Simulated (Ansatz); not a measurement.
**1T-FeBrI monolayer in a perpendicular field**

Wanted: the out-of-plane response of the 1T-FeBrI monolayer. A positive field points along +c.

Method: plane-wave DFT, PBE-D3(BJ), Ansatz PAW (set soft_1); PAW set soft_1, in Ansatz 0.2.0.

Report form: the programs' logs are mostly left out.

### Step 1. Starting point

The cell holds 3 atoms: 1 I, 1 Fe and 1 Br. Cell: a = 3.576 Å, b = 3.576 Å, c = 37.047 Å, α = 90.0°, β = 90.0°, γ = 120.0°. Vacuum lies along c.

### Step 2. Relaxation

The starting cell is a guess, so the in-plane lattice and the atoms are relaxed first, with the slab cut off from its images along the normal.

Contents of input.yaml:

```yaml
crystal:
  lattice:
    - [3.575914, 0.0, 0.0]
    - [-1.787957, 3.0968323657, 0.0]
    - [0.0, 0.0, 37.0467907673]
  atoms:
    - { symbol: I, position: [0.6666666667, 0.3333333333, 0.4588791538] }
    - { symbol: Fe, position: [0.0, 0.0, 0.5043243863], spin: 4.0 }
    - { symbol: Br, position: [0.3333333333, 0.6666666667, 0.5411208462] }
  periodic: [true, true, false]
magnetization:
  spin_polarized: true
kpoints:
  mp_grid: { grid: [12, 12, 1] }
hamiltonian:
  xc: pbe
  dispersion: d3bj
  pseudopotentials: { kind: paw, azcp: { folder: soft_1 } }
scf:
  occupations: { method: fermi_dirac, width: 0.05 }
  convergence: { dr2_threshold: 1.0e-09 }
relax:
  f_tol: 0.004
  max_steps: 90
  cell: {}
output:
  write_potential: true
  write_density: true
  volumetric_format: npy
```

Command:

```console
$ ansatz run input.yaml --threads 2 --pin off --max-ram 3072MiB --backend cpu --events-out ev --progress --plain --runs-dir out
```

Elapsed: 3.6 min, on 2 threads of Arm Neoverse V2, shared host; peak memory 0.89 GiB.

Step by step:

| step | energy less that of the first step (eV) | largest force component (eV/Å) | volume (Å³) |
| --- | --- | --- | --- |
| 1 | 0.0000 | 1.2542 | 410.26 |
| 2 | -0.3589 | 0.4960 | 435.78 |
| 3 | -0.3965 | 0.7205 | 475.27 |
| 4 | -0.4518 | 0.1637 | 481.57 |
| 5 | -0.4620 | 0.0342 | 473.21 |
| 6 | -0.4629 | 0.0296 | 469.24 |
| 7 | -0.4628 | 0.0328 | 469.51 |
| 8 | -0.4629 | 0.0041 | 469.76 |
| 9 | -0.4629 | 0.0001 | 469.73 |
| 10* | -0.4659 | 0.0013 | 469.73 |

Relaxation steps marked * repeat the geometry before them on a plane-wave basis chosen anew for their cell, so energy and pressure can jump there. Relaxation step 7 was tried and not accepted.

Forces are held to the 6 operations that the run works with; a distortion that breaks them can't arise in this run.

| cell as run | before | after | change |
| --- | --- | --- | --- |
| a (Å) | 3.576 | 3.826 | +7.0 % |
| b (Å) | 3.576 | 3.826 | +7.0 % |

The atoms that moved most (Å, along periodic axes as changes of fractional coordinates times the final cell, across vacuum about the mean position):

| atom | dx | dy | dz | length |
| --- | --- | --- | --- | --- |
| Br3 | 0.000 | 0.000 | 0.051 | 0.051 |
| I1 | 0.000 | 0.000 | -0.028 | 0.028 |
| Fe2 | 0.000 | 0.000 | -0.023 | 0.023 |

The relaxed structure:

```cif
data_structure
_symmetry_space_group_name_H-M 'P 1'
_symmetry_Int_Tables_number 1
_cell_length_a 3.8263
_cell_length_b 3.8263
_cell_length_c 37.0468
_cell_angle_alpha 90.000
_cell_angle_beta 90.000
_cell_angle_gamma 120.000
_cell_volume 469.73
loop_
_atom_site_label
_atom_site_type_symbol
_atom_site_fract_x
_atom_site_fract_y
_atom_site_fract_z
_atom_site_occupancy
I1 I 0.66667 0.33333 0.45813 1
Fe2 Fe 0.00000 0.00000 0.50370 1
Br3 Br 0.33333 0.66667 0.54249 1
```

This step gave:

```
energy at zero smearing : -14778.1567 eV
total moment            : 4.000 μB
site moments            : 0.1794, 3.427, 0.1443 μB
```

Site moment by atom:

| atom | site moment (μB) |
| --- | --- |
| I1 | 0.18 |
| Fe2 | 3.43 |
| Br3 | 0.14 |

The lattice constant a goes from 3.576 to 3.826 Å.

### Step 3. Single point, field 0

A sawtooth potential applies the field, turning back in the middle of the vacuum. With the dipole correction the typed value is the field outside the slab. The induced dipole is small, so the SCF threshold is tight.

The cell differs from the one that the last finished run ended in (c 37.047 → 21.126 Å).

Contents of input.yaml:

```yaml
crystal:
  lattice:
    - [3.8263327707, 0.0, 0.0]
    - [-1.9131663854, 3.3137013828, 0.0]
    - [0.0, 0.0, 21.1255293346]
  atoms:
    - { symbol: I, position: [0.6666666667, 0.3333333333, 0.4260248279], spin: 0.18 }
    - { symbol: Fe, position: [0.0, 0.0, 0.5059489436], spin: 3.43 }
    - { symbol: Br, position: [0.3333333333, 0.6666666667, 0.5739751721], spin: 0.14 }
magnetization:
  spin_polarized: true
kpoints:
  mp_grid: { grid: [18, 18, 1] }
  band_path:
    path: [[0, 0, 0], [0.5, 0, 0], [0.33333333, 0.33333333, 0], [0, 0, 0]]
    npoints: 16
hamiltonian:
  xc: pbe
  dispersion: d3bj
  pseudopotentials: { kind: paw, azcp: { folder: soft_1 } }
scf:
  occupations: { method: fermi_dirac, width: 0.02585 }
  convergence: { dr2_threshold: 1.0e-10 }
efield:
  axis: 3
  dipole_correction: true
  ramp_position: 0.97
  ramp_width: 0.06
  amplitude: 0
output:
  dos: { projected: true, e_range: [-6, 5] }
  write_potential: true
  write_density: true
  volumetric_format: npy
  elf: true
```

Wall time 50 s (2 threads); peak memory 0.87 GiB; 99 s of CPU time.

Numbers from this step:

```
energy at zero smearing        : -14778.1584 eV
site moments                   : 0.1800, 3.427, 0.1445 μB
work function, upper face      : 5.183 eV
work function, lower face      : 4.785 eV
dipole along the normal        : -0.02795 e·Å
step between the vacuum levels : 0.3989 eV
```

Running mean over a fixed 2.8 Å (it still follows the layers) of the planar mean; the ramp of the sawtooth is left out. Electron's electrostatic potential energy less the Fermi level against z:

| z (Å) | electron's electrostatic potential energy less the Fermi level (eV) |
| --- | --- |
| 3.0 | 4.78 |
| 3.5 | 4.78 |
| 4.0 | 4.78 |
| 4.5 | 4.78 |
| 5.0 | 4.78 |
| 5.5 | 4.77 |
| 6.0 | 4.72 |
| 6.5 | 4.50 |
| 7.0 | 3.50 |
| 7.5 | 1.53 |
| 8.0 | -0.583 |
| 8.5 | -2.42 |
| 9.0 | -4.05 |
| 9.5 | -5.86 |
| 10.0 | -6.24 |
| 10.5 | -6.05 |
| 11.0 | -6.16 |
| 11.5 | -5.84 |
| 12.0 | -4.13 |
| 12.5 | -1.95 |
| 13.0 | -0.135 |
| 13.5 | 2.05 |
| 14.0 | 4.09 |
| 14.5 | 4.96 |
| 15.0 | 5.14 |
| 15.5 | 5.17 |
| 16.0 | 5.18 |
| 16.5 | 5.18 |
| 17.0 | 5.18 |
| 17.5 | 5.18 |
| 18.0 | 5.18 |

The density of states has structure finer than the step of the table below, so its rows give means over 0.25 eV, whole bins alone (the curve runs from -6 to 1.99 eV). Peaks (eV: height): total -4.900: 7.62, -4.350: 12.0, -4.260: 8.43, -3.050: 12.8, -2.470: 7.74, 0.200: 13.5, 0.530: 17.4; up -4.900: 6.35, -4.350: 11.1, -4.260: 7.64, -4.130: 5.38, -3.050: 7.91, -2.470: 5.79, -1.010: 6.42; down -4.730: 4.82, -3.520: 4.64, -3.050: 4.85, 0.200: 13.5, 0.530: 17.4, 1.140: 4.85, 1.440: 7.31.

Table of density of states by energy, zero at the Fermi level; means over each step; values in states/eV a cell:

| energy (eV) | total | up | down |
| --- | --- | --- | --- |
| -5.75 | 0.707 | 0.707 | 0 |
| -5.50 | 1.67 | 1.31 | 0.357 |
| -5.25 | 2.52 | 1.64 | 0.877 |
| -5.00 | 3.54 | 2.09 | 1.45 |
| -4.75 | 3.89 | 1.86 | 2.03 |
| -4.50 | 3.28 | 1.71 | 1.58 |
| -4.25 | 6.15 | 5.34 | 0.812 |
| -4.00 | 2.22 | 1.52 | 0.699 |
| -3.75 | 1.99 | 1.09 | 0.899 |
| -3.50 | 4.34 | 1.99 | 2.35 |
| -3.25 | 6.16 | 3.04 | 3.12 |
| -3.00 | 6.30 | 4.12 | 2.18 |
| -2.75 | 5.18 | 2.96 | 2.22 |
| -2.50 | 5.01 | 2.98 | 2.03 |
| -2.25 | 3.73 | 1.73 | 2.01 |
| -2.00 | 1.71 | 1.05 | 0.663 |
| -1.75 | 0.855 | 0.417 | 0.438 |
| -1.50 | 1.28 | 0.959 | 0.317 |
| -1.25 | 2.27 | 2.09 | 0.183 |
| -1.00 | 2.54 | 2.54 | 0 |
| -0.75 | 1.57 | 1.57 | 0 |
| -0.50 | 0.714 | 0.627 | 0.0867 |
| -0.25 | 2.90 | 0.0690 | 2.84 |
| 0.00 | 2.45 | 0 | 2.45 |
| 0.25 | 2.70 | 0 | 2.70 |
| 0.50 | 4.33 | 0 | 4.33 |
| 0.75 | 0 | 0 | 0 |
| 1.00 | 1.69 | 0 | 1.69 |
| 1.25 | 3.37 | 0 | 3.37 |
| 1.50 | 3.04 | 0 | 3.04 |
| 1.75 | 0 | 0 | 0 |

Projected DOS per atom over height of the atomic layer and energy from the Fermi level. Layers: I Fe Br from below.

Ten even steps from '_' (0.00 states/eV) to '@' (3.17 states/eV), each cell a mean:
```
______
..##__
__++__
______
__@@__
__@@__
__==__
::..__
--::..
::....
..__..
==::::
****--
==@@--
==####
::::--
..::::
--##++
==::++
::..--
....::
______
```
Columns: height of the atomic layer (Å) from 9 to 12.1 (not evenly spaced); rows upwards: energy from the Fermi level (eV) from -5.96 to 1.96.

Projected DOS per atom, spin up over height of the atomic layer and energy from the Fermi level. Layers: I Fe Br from below.

Ten even steps from '0' (0.00 states/eV) to '9' (2.83 states/eV), each cell a mean:
```
000
000
000
000
000
000
000
210
321
111
001
122
252
191
271
120
121
184
223
112
111
000
```
Columns: height of the atomic layer (Å) from 9 to 12.1 (not evenly spaced); rows upwards: energy from the Fermi level (eV) from -5.96 to 1.96.

Projected DOS per atom, spin down over height of the atomic layer and energy from the Fermi level. Layers: I Fe Br from below.

Ten even steps from '_' (0.00 states/eV) to '@' (3.05 states/eV), each cell a mean:
```
______
..##__
__**__
__..__
__@@__
__@@__
__==__
______
______
______
..____
--__..
==__..
::..::
::..**
..__::
____..
..__..
::__--
..__..
______
______
```
Columns: height of the atomic layer (Å) from 9 to 12.1 (not evenly spaced); rows upwards: energy from the Fermi level (eV) from -5.96 to 1.96.

Deep bands are left out, so band numbers here count from the lowest band kept and differ from the log's. The electronic bands at the labelled points (eV, zero at the Fermi level; # counts the bands kept):

| point | up #8 | up #9 | up #10 | up #11 | down #7 | down #8 | down #9 | down #10 |
| --- | --- | --- | --- | --- | --- | --- | --- | --- |
| Γ | -1.74 | -1.74 | -0.32 | -0.32 | -0.30 | -0.30 | 0.29 | 1.58 |
| halfway | -2.37 | -2.08 | -1.47 | -0.61 | -0.30 | 0.12 | 0.53 | 1.10 |
| M | -2.87 | -2.75 | -1.02 | -0.71 | -0.40 | 0.21 | 0.50 | 1.37 |
| halfway | -2.74 | -2.50 | -1.27 | -1.00 | -0.08 | 0.22 | 0.45 | 1.10 |
| K | -2.58 | -2.51 | -1.53 | -1.06 | 0.13 | 0.21 | 0.36 | 1.06 |
| halfway | -2.56 | -2.12 | -1.29 | -1.02 | -0.09 | 0.06 | 0.54 | 1.09 |
| Γ | -1.74 | -1.74 | -0.32 | -0.32 | -0.30 | -0.30 | 0.29 | 1.58 |

Spin density in the ca plane at fractional y = 0.000, with atoms of Fe within 0.2 Å of it.

Values in e/Å³, 6 rows by 16 columns, each cell a mean:
```
0.0 0.0 0.0 0.0 0.0 0.0 0.0 0.0 1.1 1.3 0.0 0.0 0.0 0.0 0.0 0.0
0.0 0.0 0.0 0.0 0.0 0.0 0.0 0.0 0.1 0.1 0.0 0.0 0.0 0.0 0.0 0.0
0.0 0.0 0.0 0.0 0.0 0.0 0.0 0.0 0.0 0.0 0.0 0.0 0.0 0.0 0.0 0.0
0.0 0.0 0.0 0.0 0.0 0.0 0.0 0.0 0.0 0.0 0.0 0.0 0.0 0.0 0.0 0.0
0.0 0.0 0.0 0.0 0.0 0.0 0.0 0.0 0.2 0.2 0.0 0.0 0.0 0.0 0.0 0.0
0.0 0.0 0.0 0.0 0.0 0.0 0.0 0.0 1.8 2.1 0.0 0.0 0.0 0.0 0.0 0.0
```
Columns run along c (16.0 Å, from fractional 0.09 to 0.84 of the cell), rows up along a (3.8 Å). Atoms in or near the plane, at fractional coordinates: Fe at (0.51, 0.00).

Valence density in the ca plane at fractional y = 0.000, with atoms of Fe within 0.2 Å of it. It is the smooth field of the valence electrons, not physical close to the nuclei.

Ten steps, logarithmic in the rise over the least value, from '0' (0 e/Å³) to '9' (27 e/Å³), each cell a mean:
```
00000000000000000148973100000000000000000000
00000000000000000124531100000000000000000000
00000000000000111111111110000000000000000000
00000000000001111110001111000000000000000000
00000000000001122110001111100000000000000000
00000000000001121110001111000000000000000000
00000000000000111111011111000000000000000000
00000000000000001112221100000000000000000000
00000000000000000136762100000000000000000000
00000000000000000158983100000000000000000000
```
Columns run along c (16.0 Å, from fractional 0.16 to 0.92 of the cell), rows up along a (3.8 Å). Atoms in or near the plane, at fractional coordinates: Fe at (0.51, 0.00).

ELF in the ca plane at fractional y = 0.000, with atoms of Fe within 0.2 Å of it. It is the smooth field of the valence electrons, not physical close to the nuclei.

Ten even steps from '0' (0.00) to '9' (0.88), each cell a mean:
```
00000000000000011136862100000000000000000000
00000000000011233223331121100000000000000000
00000000000235666521112455421000000000000000
00000000002467887742125788752100000000000000
00000000012578877752136888863100000000000000
00000000012578887752126888753100000000000000
00000000001357777631114677532000000000000000
00000000000123455311211233210000000000000000
00000000000000112124642110000000000000000000
00000000000000001137972100000000000000000000
```
Columns run along c (16.0 Å, from fractional 0.16 to 0.92 of the cell), rows up along a (3.8 Å). Atoms in or near the plane, at fractional coordinates: Fe at (0.51, 0.00).

The work function of the upper face is 5.18 eV.

### Step 4. Single point, field 0.1 V/Å

input.yaml: that of step 3 with these lines changed.

```diff
@@ -26,7 +26,6 @@
   dipole_correction: true
-  ramp_position: 0.97
-  ramp_width: 0.06
-  amplitude: 0
+  ramp_position: 0.9479
+  ramp_width: 0.0951
+  amplitude: 0.1
 output:
-  dos: { projected: true, e_range: [-6, 5] }
   write_potential: true
@@ -34,2 +33 @@
   volumetric_format: npy
-  elf: true
```

It took 52 s on 2 threads; peak memory 0.87 GiB.

The dipole is 0.00762 e·Å, 0.0356 e·Å from its value without field.

### Step 5. Single point, field -0.1 V/Å

input.yaml: that of step 4 with these lines changed.

```diff
@@ -28,3 +28,3 @@
   ramp_width: 0.0951
-  amplitude: 0.1
+  amplitude: -0.1
 output:
```

Elapsed: 50 s, on 2 threads; peak memory 0.87 GiB.

The dipole is -0.0635 e·Å, -0.0355 e·Å from its value without field.

### Step 6. Response, atoms held

This step: plane-wave DFT, PBE-D3(BJ), Ansatz PAW (set soft_1); response to a field along the normal, atoms held; PAW set soft_1 (Ansatz 0.2.0).

The dipoles give the slope, and the difference of two potentials shows where the field is screened.

Numbers from this step:

| Property | Result |
| --- | --- |
| equivalent conductor thickness p/(ε₀AE) | 5.074 Å |
| distance between the outer atoms | 3.126 Å |

The dipole of the cell by applied field:

| applied field (V/Å) | dipole of the cell (e·Å) |
| --- | --- |
| -0.1000 | -0.0635 |
| 0.0000 | -0.0279 |
| 0.1000 | 0.00762 |

The total moment stays at 4 μB for applied field from -0.1 to 0.1 V/Å.

Local field over the applied field, running mean. From the potentials at -0.1 and 0.1 V/Å; running mean over 2.5 Å. Table of local field over applied field by z:

z (Å), local field over applied field and a bar:
```
     4.11      0.999 ##############################
     4.40      0.999 ##############################
     4.84      0.996 ##############################
     5.13      0.993 ##############################
     5.57      0.981 #############################
     5.87      0.965 #############################
     6.16      0.939 ############################
     6.60      0.867 ##########################
     6.90      0.794 #######################
     7.19      0.704 ####################
     7.63      0.554 ###############
     7.92      0.448 ############
     8.36      0.296 #######
     8.66      0.209 ####
     8.95      0.145 ##
     9.39      0.101 
     9.68      0.095 
     9.98      0.096 
    10.42      0.100 
    10.71      0.107 
    11.15      0.126 #
    11.44      0.141 ##
    11.74      0.164 ##
    12.18      0.232 #####
    12.47      0.305 #######
    12.76      0.395 ##########
    13.20      0.546 ###############
    13.50      0.646 ##################
    13.94      0.784 #######################
    14.23      0.861 #########################
    14.52      0.917 ###########################
    14.96      0.965 #############################
    15.26      0.982 #############################
    15.55      0.990 ##############################
    15.99      0.997 ##############################
    16.28      0.998 ##############################
    16.72      0.999 ##############################
    17.02      1.000 ##############################
```

Electrons, planar mean, per unit field. Table of induced electron density by z:

z (Å), induced electron density (e/Å³ per V/Å) and a bar from the least value:
```
     4.11    0.00000 ################
     4.55    0.00001 ################
     4.99    0.00002 ################
     5.43    0.00006 ################
     5.87    0.00016 ################
     6.31    0.00040 #################
     6.75    0.00093 ####################
     7.19    0.00196 ########################
     7.63    0.00325 ##############################
     8.07    0.00313 #############################
     8.51    0.00131 #####################
     8.95    0.00103 ####################
     9.39    0.00012 ################
     9.83   -0.00093 ############
    10.27   -0.00131 ##########
    10.86    0.00062 ##################
    11.30    0.00091 ####################
    11.74   -0.00030 ##############
    12.18   -0.00097 ###########
    12.62   -0.00204 #######
    13.06   -0.00353 
    13.50   -0.00262 ####
    13.94   -0.00130 ##########
    14.38   -0.00055 #############
    14.82   -0.00022 ###############
    15.26   -0.00008 ###############
    15.70   -0.00003 ###############
    16.14   -0.00001 ################
    16.58    0.00000 ################
    17.02    0.00000 ################
```

By hand: between -0.1 and 0.1 V/Å the dipole changes by 0.07111 e·Å, a slope of 0.3555 e·Å²/V. A perfect conductor of thickness t has p = ε₀AEt, so t = 180.95 × 0.3555 / 12.679 = 5.07 Å (e/ε₀ = 180.95 V·Å, A in Å²).

The induced dipole is that of a conductor 5.07 Å thick.

### Step 7. Results

```json
{"gap without field": "none", "work function, upper face": "5.18 eV", "step between the vacuum levels": "0.399 eV", "equivalent conductor thickness, atoms held": "5.07 Å"}
```

**Reading.** The induced dipole equals that of a perfect conductor 5.07 Å thick, while the outer atoms lie 3.13 Å apart. The two faces differ: the vacuum level above lies 0.40 eV higher than the one below. There is no gap over 0.03 eV, with or without the field. For an open d or f shell that can be the fault of a semilocal functional without a Hubbard term. The magnetic order is the one reached from the typed start; other orders were not compared. Spin-orbit coupling is left out, which matters for the bands of elements this heavy.

[Logs are printed without paths, hosts, clocks, repeated set-up lines and the standing remarks that a program may print on its own settings, such as how far it seeks lower states.]

[Hosts, paths, dates, database ids (printed as entryN), source tags and the programs' standing remarks are cut or masked in the printed files.]

[Maps of the electrostatic potential energy from Ansatz leave out the sawtooth potential of an applied field or a dipole correction, so their vacuum need not be flat; planar profiles and work functions include it.]
